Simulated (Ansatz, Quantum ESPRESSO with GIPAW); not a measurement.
# Solid-state NMR of K2S2O7 by GIPAW

Wanted: NMR shieldings and quadrupolar couplings for each site of K2S2O7.

Solid-state NMR of this phase has given these values. 33S quadrupolar coupling 16.2 MHz, in “33S NMR: Recent Advances and Applications” (Gerothanassis et al., Molecules 29, 3301 (2024); PMC11280432), quoting earlier work. Signs of C_Q are not measured.

Calculated with Quantum ESPRESSO with GIPAW 8.0dev (patched build); DFT, PBEsol, plane-wave PAW (pslibrary 1.0.0 recipes), scalar-relativistic, GIPAW; a patched development version of the program.

**1. Starting point**

The structure is monoclinic, space group C2/c (No. 15). The conventional cell has a = 12.365 Å, b = 7.312 Å, c = 7.287 Å, α = 90.00°, β = 93.08°, γ = 90.00°. K has 9 O at 2.71 to 3.26 Å nearest. Nearest to S lie 4 O at 1.45 to 1.65 Å. O has 1 S at 1.46 Å and 3 K at 2.76 to 3.08 Å nearest. Nearest to O lie 1 S at 1.45 Å and 3 K at 2.81 to 3.26 Å. Nearest to O lie 2 S at 1.65 Å. Nearest to O lie 1 S at 1.46 Å and 3 K at 2.71 to 2.80 Å. Farther neighbours and most contacts between anions are not listed.

The cell is an entry of the Crystallography Open Database.

This structure had its atoms relaxed beforehand (DFT, PBEsol, plane-wave PAW, default files (PAW set soft_2), scalar-relativistic, Ansatz), starting from the database entry, since shieldings follow bond lengths closely.

**2. The SCF step**

GIPAW is a response on top of the ground state, so the wavefunctions come first. Their errors pass straight into the induced current, hence the tight threshold. No empty states are asked for: the response is solved without them. The mesh has a spacing of 0.44 Å⁻¹ at most. The PAW files were made with ld1.x from the pslibrary 1.0.0 recipes, with GIPAW reconstruction switched on.

File scf.in:

```
&control
  calculation = 'scf'
  prefix = 'x'
  outdir = './tmp/'
  pseudo_dir = './'
/
&system
  ibrav = 0
  nat = 22
  ntyp = 3
  ecutwfc = 55
  ecutrho = 330
  nbnd = 72
/
&electrons
  conv_thr = 1.0d-10
  mixing_beta = 0.7
  electron_maxstep = 100
/
ATOMIC_SPECIES
  K 39.098 K.pbesol-spn-kjpaw_psl.1.0.0-gipaw.UPF
  S 32.060 S.pbesol-n-kjpaw_psl.1.0.0-gipaw.UPF
  O 15.999 O.pbesol-n-kjpaw_psl.1.0.0-gipaw.UPF
CELL_PARAMETERS angstrom
  6.18265000 -3.65610000 0.00000000
  6.18265000 3.65610000 0.00000000
  -0.39142002 0.00000000 7.27627959
ATOMIC_POSITIONS crystal
  K 0.00396976 0.70276854 0.14499744
  K 0.29723146 0.99603024 0.35500256
  K 0.99603024 0.29723146 0.85500256
  K 0.70276854 0.00396976 0.64499744
  S 0.58080482 0.21424573 0.14013635
  S 0.78575427 0.41919518 0.35986365
  S 0.41919518 0.78575427 0.85986365
  S 0.21424573 0.58080482 0.64013635
  O 0.73435580 0.15216818 0.99449893
  O 0.84783182 0.26564420 0.50550107
  O 0.26564420 0.84783182 0.00550107
  O 0.15216818 0.73435580 0.49449893
  O 0.36010595 0.30390116 0.07879311
  O 0.69609884 0.63989405 0.42120689
  O 0.63989405 0.69609884 0.92120689
  O 0.30390116 0.36010595 0.57879311
  O 0.57732812 0.42267188 0.25000000
  O 0.42267188 0.57732812 0.75000000
  O 0.64545422 0.04981032 0.27680802
  O 0.95018968 0.35454578 0.22319198
  O 0.35454578 0.95018968 0.72319198
  O 0.04981032 0.64545422 0.77680802
K_POINTS automatic
  3 3 2 0 0 0
```

Launch:

```
$ mpirun -np 8 pw.x -nk 4 -in scf.in > scf.out
```

Log:

```text
using ibrav=0 with symmetry is DISCOURAGED, use correct ibrav instead

     bravais-lattice index     =            0
     lattice parameter (alat)  =      13.5735  a.u.
     unit-cell volume          =    2219.8759 (a.u.)^3
     number of atoms/cell      =           22
     number of atomic types    =            3
     number of electrons       =       144.00
     number of Kohn-Sham states=           72
     kinetic-energy cutoff     =      55.0000  Ry
     charge density cutoff     =     330.0000  Ry
     scf convergence threshold =      1.0E-10
     mixing beta               =       0.7000
     number of iterations used =            8  plain     mixing
     Exchange-correlation= SLA-PW-PSX-PSC
                           (   1   4  10   8   0   0   0)
[...]
K                 9.00    39.09800     K ( 1.00)
     S                 6.00    32.06000     S ( 1.00)
     O                 6.00    15.99900     O ( 1.00)

      4 Sym. Ops., with inversion, found ( 2 have fractional translation)
[...]
number of k points=     8
[...]
Dense  grid:   224799 G-vectors     FFT dimensions: (  80,  80,  80)

     Smooth grid:   122309 G-vectors     FFT dimensions: (  72,  72,  72)

     Check: negative core charge=   -0.000004

     Initial potential from superposition of free atoms

     starting charge     143.9256, renormalised to     144.0000
     Starting wfcs are  104 randomized atomic wfcs

     Self-consistent Calculation

     iteration #  1     ecut=    55.00 Ry     beta= 0.70
     Davidson diagonalization with overlap
     ethr =  1.00E-02,  avg # of iterations =  2.0

     total energy              =   -1276.31018804 Ry
     estimated scf accuracy    <       7.97390400 Ry

     iteration #  2     ecut=    55.00 Ry     beta= 0.70
     Davidson diagonalization with overlap
     ethr =  5.54E-03,  avg # of iterations =  9.6

     total energy              =   -1280.75695457 Ry
     estimated scf accuracy    <      12.43048731 Ry

     iteration #  3     ecut=    55.00 Ry     beta= 0.70
     Davidson diagonalization with overlap
     ethr =  5.54E-03,  avg # of iterations =  2.0

     total energy              =   -1279.52340015 Ry
     estimated scf accuracy    <       3.68417769 Ry

[...]
total energy              =   -1282.48101022 Ry
[...]
iteration # 37     ecut=    55.00 Ry     beta= 0.70
     Davidson diagonalization with overlap
     ethr =  8.39E-13,  avg # of iterations =  7.2

     total energy              =   -1282.48101022 Ry
     estimated scf accuracy    <          6.6E-10 Ry

     iteration # 38     ecut=    55.00 Ry     beta= 0.70
     Davidson diagonalization with overlap
     ethr =  4.58E-13,  avg # of iterations =  5.6

     End of self-consistent calculation
     [one-electron energies left out]

!    total energy              =   -1282.48101022 Ry
     total all-electron energy =    -10100.210240 Ry
     estimated scf accuracy    <          9.3E-12 Ry

     The total energy is the sum of the following terms:
     one-electron contribution =    -334.85627843 Ry
     hartree contribution      =     240.51407890 Ry
     xc contribution           =    -169.67630660 Ry
     ewald contribution        =    -495.08529070 Ry
     one-center paw contrib.   =    -523.37721339 Ry

     convergence has been achieved in  38 iterations
[...]
JOB DONE.
```

Wall time 3.5 min (8 MPI ranks of Arm Neoverse V2, shared host); peak memory 2.1 GiB.

It converged in 38 cycles to an estimated accuracy of 9e-12 Ry, on 8 irreducible k-points.

**3. Shieldings**

The job finds the current that a weak uniform field induces (applied as a long wave, q_gipaw) and the field that this current makes at each nucleus. On atoms with p or d valence electrons much of the paramagnetic part arises close to the nucleus, where the PAW partial waves rebuild the true states. pawproj makes the reconstruction use the PAW data sets' own projectors.

File nmr.in:

```
&inputgipaw
  job = 'nmr'
  prefix = 'x'
  tmp_dir = './tmp/'
  restart_mode = 'from_scratch'
  verbosity = 'low'
  q_gipaw = 0.01
  spline_ps = .true.
  conv_threshold = 1.0d-14
  use_nmr_macroscopic_shape = .false.
  pawproj(1) = .true.
  pawproj(2) = .true.
  pawproj(3) = .true.
/
```

Launch:

```
$ mpirun -np 8 gipaw.x -in nmr.in > nmr.out
```

Log:

```text
[banner, memory and clock lines left out]
[a note of our patched build left out]

     Parallelizing q-star over 1 images

     IMPORTANT: XC functional enforced from input :
     Exchange-correlation= PBESOL
                           (   1   4  10   8   0   0   0)
     Any further DFT definition will be discarded
     Please, verify this is what you really want

     Check: negative core charge=   -0.000004
[...]
projs nearly linearly dependent: l=0  n1,n2= 1, 2  s=  0.99583929
[...]
alpha_pv=     53.4755 eV

     spline_ps is .false., expect some extrapolation errors

     q-space interpolation up to    66.00 Rydberg

     GIPAW job: nmr
     NMR macroscopic correction: no
[...]
Computing the magnetic susceptibility     isolve=0    ethr=  0.1000E-13
     Starting from scratch
     k-point #    1 of     8      pool #  1    cpu time:       1.3
[...]
End of magnetic susceptibility calculation

     f-sum rule (1st term):
          -141.5563          0.0000         -0.0174
             0.0000       -141.5533         -0.0000
            -0.0170         -0.0000       -141.5412

     f-sum rule (2nd term):
            -3.0641         -0.0000          0.0176
             0.0000         -3.0668          0.0000
             0.0175         -0.0000         -3.0851

     f-sum rule (should be  -144.6105):
          -144.6205          0.0000          0.0003
             0.0000       -144.6202         -0.0000
             0.0005         -0.0000       -144.6263

[... susceptibilities left out ...]
     Contributions to the NMR chemical shifts: -------------------------------

     Macroscopic shape contribution in ppm:                    0.00
             0.0000          0.0000          0.0000
             0.0000          0.0000          0.0000
             0.0000          0.0000          0.0000

     Core contribution in ppm:

     Atom  1  K   pos: (  0.600431  0.355695  0.146885)  core sigma:        1192.38
     Atom  2  K   pos: (  1.093843  0.355695  0.359624)  core sigma:        1192.38
     Atom  3  K   pos: (  1.066596 -0.355695  0.866133)  core sigma:        1192.38
     Atom  4  K   pos: (  0.573184 -0.355695  0.653394)  core sigma:        1192.38
     Atom  5  S   pos: (  0.676712 -0.186582  0.141961)  core sigma:         978.84
     Atom  6  S   pos: (  1.017563 -0.186582  0.364548)  core sigma:         978.84
     Atom  7  S   pos: (  0.990316  0.186582  0.871058)  core sigma:         978.84
     Atom  8  S   pos: (  0.649465  0.186582  0.648470)  core sigma:         978.84
     Atom  9  O   pos: (  0.708891 -0.296339  1.007445)  core sigma:         270.50
     Atom 10  O   pos: (  0.930890 -0.296339  0.512082)  core sigma:         270.50
     Atom 11  O   pos: (  0.958137  0.296339  0.005573)  core sigma:         270.50
     Atom 12  O   pos: (  0.736138  0.296339  0.500936)  core sigma:         270.50
     Atom 13  O   pos: (  0.567258 -0.028609  0.079819)  core sigma:         270.50
     Atom 14  O   pos: (  1.127017 -0.028609  0.426690)  core sigma:         270.50
     Atom 15  O   pos: (  1.099770  0.028609  0.933199)  core sigma:         270.50
     Atom 16  O   pos: (  0.540010  0.028609  0.586328)  core sigma:         270.50
     Atom 17  O   pos: (  0.847137 -0.078722  0.253255)  core sigma:         270.50
     Atom 18  O   pos: (  0.819890  0.078722  0.759764)  core sigma:         270.50
     Atom 19  O   pos: (  0.583372 -0.303188  0.280412)  core sigma:         270.50
     Atom 20  O   pos: (  1.110903 -0.303188  0.226098)  core sigma:         270.50
     Atom 21  O   pos: (  1.083655  0.303188  0.732607)  core sigma:         270.50
     Atom 22  O   pos: (  0.556125  0.303188  0.786921)  core sigma:         270.50

     Bare contribution in ppm:

     Atom  1  K   pos: (  0.600431  0.355695  0.146885)  bare sigma:         122.96
[...]
Atom  2  K   pos: (  1.093843  0.355695  0.359624)  bare sigma:         122.96
[...]
Atom  3  K   pos: (  1.066596 -0.355695  0.866133)  bare sigma:         122.96
[...]
Atom  4  K   pos: (  0.573184 -0.355695  0.653394)  bare sigma:         122.96
[...]
Atom  5  S   pos: (  0.676712 -0.186582  0.141961)  bare sigma:         -56.57
[...]
Atom  6  S   pos: (  1.017563 -0.186582  0.364548)  bare sigma:         -56.57
[...]
Atom  7  S   pos: (  0.990316  0.186582  0.871058)  bare sigma:         -56.57
[...]
Atom  8  S   pos: (  0.649465  0.186582  0.648470)  bare sigma:         -56.57
[...]
Atom  9  O   pos: (  0.708891 -0.296339  1.007445)  bare sigma:          18.47
[...]
Atom 10  O   pos: (  0.930890 -0.296339  0.512082)  bare sigma:          18.47
[...]
Atom 11  O   pos: (  0.958137  0.296339  0.005573)  bare sigma:          18.47
[...]
Atom 12  O   pos: (  0.736138  0.296339  0.500936)  bare sigma:          18.47
[...]
Atom 13  O   pos: (  0.567258 -0.028609  0.079819)  bare sigma:          18.88
[...]
Atom 14  O   pos: (  1.127017 -0.028609  0.426690)  bare sigma:          18.88
[...]
Paramagnetic US L_R Q_R contribution in ppm:

     Atom  1  K   pos: (  0.600431  0.355695  0.146885)  para_lq sigma:         106.46
[...]
Atom  2  K   pos: (  1.093843  0.355695  0.359624)  para_lq sigma:         106.46
[...]
Atom  3  K   pos: (  1.066596 -0.355695  0.866133)  para_lq sigma:         106.46
[...]
Atom  4  K   pos: (  0.573184 -0.355695  0.653394)  para_lq sigma:         106.46
[...]
Atom  5  S   pos: (  0.676712 -0.186582  0.141961)  para_lq sigma:          43.22
[...]
Atom  6  S   pos: (  1.017563 -0.186582  0.364548)  para_lq sigma:          43.22
[...]
Atom  7  S   pos: (  0.990316  0.186582  0.871058)  para_lq sigma:          43.22
[...]
Atom  8  S   pos: (  0.649465  0.186582  0.648470)  para_lq sigma:          43.22
[...]
Atom  9  O   pos: (  0.708891 -0.296339  1.007445)  para_lq sigma:        -212.35
[...]
Atom 10  O   pos: (  0.930890 -0.296339  0.512082)  para_lq sigma:        -212.35
[...]
Atom 11  O   pos: (  0.958137  0.296339  0.005573)  para_lq sigma:        -212.35
[...]
Atom 12  O   pos: (  0.736138  0.296339  0.500936)  para_lq sigma:        -212.35
[...]
Atom 13  O   pos: (  0.567258 -0.028609  0.079819)  para_lq sigma:        -211.72
[...]
Atom 14  O   pos: (  1.127017 -0.028609  0.426690)  para_lq sigma:        -211.72
[...]
Atom 15  O   pos: (  1.099770  0.028609  0.933199)  para_lq sigma:        -211.72
[...]
Atom 16  O   pos: (  0.540010  0.028609  0.586328)  para_lq sigma:        -211.72
[...]
Atom 17  O   pos: (  0.847137 -0.078722  0.253255)  para_lq sigma:        -221.06
[...]
Atom 18  O   pos: (  0.819890  0.078722  0.759764)  para_lq sigma:        -221.06
[...]
Atom 19  O   pos: (  0.583372 -0.303188  0.280412)  para_lq sigma:        -212.12
[...]
Atom 20  O   pos: (  1.110903 -0.303188  0.226098)  para_lq sigma:        -212.12
[...]
Atom 21  O   pos: (  1.083655  0.303188  0.732607)  para_lq sigma:        -212.12
[...]
Atom 22  O   pos: (  0.556125  0.303188  0.786921)  para_lq sigma:        -212.12
[...]
Total NMR chemical shifts in ppm: ---------------------------------------
     (adopting the Simpson convention for anisotropy and asymmetry)-----------

     Atom  1  K   pos: (  0.600431  0.355695  0.146885)  Total sigma:        1204.78
          1199.4079          3.4249          1.5494
             3.3495       1204.0995          5.0415
             2.0181          1.9084       1210.8186

     K       1    anisotropy:     12.29    eta:    0.7433
[...]
Atom  2  K   pos: (  1.093843  0.355695  0.359624)  Total sigma:        1204.78
[... its tensor is left out ...]
     Atom  3  K   pos: (  1.066596 -0.355695  0.866133)  Total sigma:        1204.78
[... its tensor is left out ...]
     Atom  4  K   pos: (  0.573184 -0.355695  0.653394)  Total sigma:        1204.78
[... its tensor is left out ...]
     Atom  5  S   pos: (  0.676712 -0.186582  0.141961)  Total sigma:         127.69
            75.3255        -63.8040        -71.1384
           -86.0019        172.4884        -45.1558
           -73.1564        -30.4166        135.2691

     S       5    anisotropy:   -207.71    eta:    0.2353
[...]
Atom  6  S   pos: (  1.017563 -0.186582  0.364548)  Total sigma:         127.69
[... its tensor is left out ...]
     Atom  7  S   pos: (  0.990316  0.186582  0.871058)  Total sigma:         127.69
[... its tensor is left out ...]
     Atom  8  S   pos: (  0.649465  0.186582  0.648470)  Total sigma:         127.69
[... its tensor is left out ...]
     Atom  9  O   pos: (  0.708891 -0.296339  1.007445)  Total sigma:          67.08
            63.6372        -20.4811        -45.0741
           -10.5879         46.6156         41.6780
           -37.9243         42.5826         90.9855

     O       9    anisotropy:    111.01    eta:    0.3102
[...]
Atom 10  O   pos: (  0.930890 -0.296339  0.512082)  Total sigma:          67.08
[... its tensor is left out ...]
     Atom 11  O   pos: (  0.958137  0.296339  0.005573)  Total sigma:          67.08
[... its tensor is left out ...]
     Atom 12  O   pos: (  0.736138  0.296339  0.500936)  Total sigma:          67.08
[... its tensor is left out ...]
     Atom 13  O   pos: (  0.567258 -0.028609  0.079819)  Total sigma:          67.05
            58.9784        -23.7703         33.4127
           -49.8725        119.5041        -25.7976
            33.4059         -6.5514         22.6723

     O      13    anisotropy:    115.56    eta:    0.6744
[...]
Atom 14  O   pos: (  1.127017 -0.028609  0.426690)  Total sigma:          67.05
[... its tensor is left out ...]
     Atom 15  O   pos: (  1.099770  0.028609  0.933199)  Total sigma:          67.05
[... its tensor is left out ...]
     Atom 16  O   pos: (  0.540010  0.028609  0.586328)  Total sigma:          67.05
[... its tensor is left out ...]
     Atom 17  O   pos: (  0.847137 -0.078722  0.253255)  Total sigma:         -31.13
            19.7163         -0.0000         62.4086
            -0.0000        -76.0476         -0.0000
            61.4910         -0.0000        -37.0580

     O      17    anisotropy:    135.90    eta:    0.0085
[...]
Atom 18  O   pos: (  0.819890  0.078722  0.759764)  Total sigma:         -31.13
[... its tensor is left out ...]
     Atom 19  O   pos: (  0.583372 -0.303188  0.280412)  Total sigma:          59.29
            40.1905         23.8603        -27.2903
            29.0823         45.3312        -24.7315
           -37.1991        -37.0603         92.3507

     O      19    anisotropy:    101.44    eta:    0.2827
[...]
Atom 20  O   pos: (  1.110903 -0.303188  0.226098)  Total sigma:          59.29
[... its tensor is left out ...]
     Atom 21  O   pos: (  1.083655  0.303188  0.732607)  Total sigma:          59.29
[... its tensor is left out ...]
     Atom 22  O   pos: (  0.556125  0.303188  0.786921)  Total sigma:          59.29
[... its tensor is left out ...]
```

Run time: 26 min. Hardware: 8 MPI ranks; peak memory 1.5 GiB.

The f-sum rule is met to 0.016 of 144.6 (0.01 %). Converged shieldings require that this miss be small, but a small miss does not prove them.

From the symmetric part of each tensor, with principal values σ11 ≤ σ22 ≤ σ33: σ_iso is their mean, the span is σ33 − σ11 and the skew 3(σ_iso − σ22)/span. (gipaw.x prints an anisotropy in another convention.)

| site | atom no. | atoms in cell | σ_iso (ppm) | span (ppm) | skew |
| --- | --- | --- | --- | --- | --- |
| K | 1 | 4 | 1204.8 | 15.3 | 0.21 |
| S | 5 | 4 | 127.7 | 224.0 | -0.71 |
| O(1) | 9 | 4 | 67.1 | 122.5 | 0.63 |
| O(2) | 13 | 4 | 67.1 | 141.5 | 0.27 |
| O(3) | 17 | 2 | -31.1 | 136.3 | 0.99 |
| O(4) | 19 | 4 | 59.3 | 111.0 | 0.66 |

The macroscopic shape term is switched off. For a spherical sample the valence susceptibility of this run would add about 8 ppm to every site, a rough estimate, since the susceptibility converges slowly and lacks part of the PAW terms. Differences within the crystal don't depend on it, but shieldings of different compounds can't be compared to better than a few ppm without it.

In this run the largest span is that of S (site symmetry 1), with principal values -10.8, 180.6 and 213.2 ppm. On O(2) the most shielded direction lies 7° off its short bond to S.

(Continued in part 2 of 2.)

[Banner, clock, file and message-heading lines were taken out of the pw.x and gipaw.x logs.]

[Logs are printed without paths, hosts, clocks, repeated set-up lines and the standing remarks that a program may print on its own settings, such as how far it seeks lower states.]

[Hosts, paths, dates, database ids (printed as entryN), source tags and the programs' standing remarks are cut or masked in the printed files.]

[Where no reference line passes its bar on scatter, no shift is given, so a measured shift of this compound may stand uncompared.]
